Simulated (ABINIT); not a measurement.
**ZnS (F-43m): refractive index against wavelength**

The refractive index of ZnS (F-43m) below the direct gap (2.11 eV on the mesh) is read from one computed spectrum, n = √(Re ε).

Cell: a, b, c = 3.821, 3.821, 3.821 Å (primitive vectors), 2 atoms.

Method: ABINIT 10.8.3, PBE, independent particles, k-mesh 11×11×11, Lorentzian half width 0.05 eV.

Launch of the response step: `optic optic.abi`. The run took 65 s, its band step included, on 4 threads of Arm Neoverse V2, with other jobs on the host.

```tsv
wavelength (nm)	photon energy E (eV)	n
3000	0.413	2.5082
2000	0.620	2.5162
1550	0.800	2.5261
1310	0.946	2.5363
1064	1.165	?
850	1.459	2.5923
```

In the single-oscillator model n² − 1 = E₀E_d/(E₀² − E²), so 1/(n² − 1) = E₀/E_d − E²/(E₀E_d) is linear in E².

Working, on the rows shown:

| x = E² (eV²) | y = 1/(n² − 1) |
| --- | --- |
| 0.170801 | 0.188998 |
| 0.384302 | 0.187573 |
| 0.639837 | 0.185833 |
| 0.895757 | 0.184067 |
| 2.12762 | 0.174825 |

Means: x̄ = 0.84366, ȳ = 0.18426. Σ(x − x̄)(y − ȳ) = -0.01716, Σ(x − x̄)² = 2.357. Slope = -0.01716 / 2.357 = -0.00728; intercept = ȳ − slope · x̄ = 0.1904. Turned back into n, the line misses the rows shown by at most 0.0011.

What does the fit predict for the withheld row, and how well does it do?

At x = 1.3578 the line gives y = 0.18052, that is 2.5573. The run gave 2.5558, so the interpolation is off by 0.0015, 1.8 % of the range in the table.

Refitted with all rows, the slope is -0.007239 and the intercept 0.1904. These give E₀ = √(intercept/−slope) = 5.13 eV and E_d = E₀/intercept = 26.9 eV; E₀ is 2.4 times the direct gap. The electronic limit at long wavelengths, without lattice vibrations, is n = √(1 + 1/intercept) = 2.500. The cell comes from an older database entry, whose edges can be off by a per cent or so. Excitons are left out and so are local fields; PBE gaps are as a rule too small. The values come from a sum over the points of one k-mesh and carry its error, which grows as the direct gap shrinks.

[Logs are printed without paths, hosts, clocks, repeated set-up lines and the standing remarks that a program may print on its own settings, such as how far it seeks lower states.]
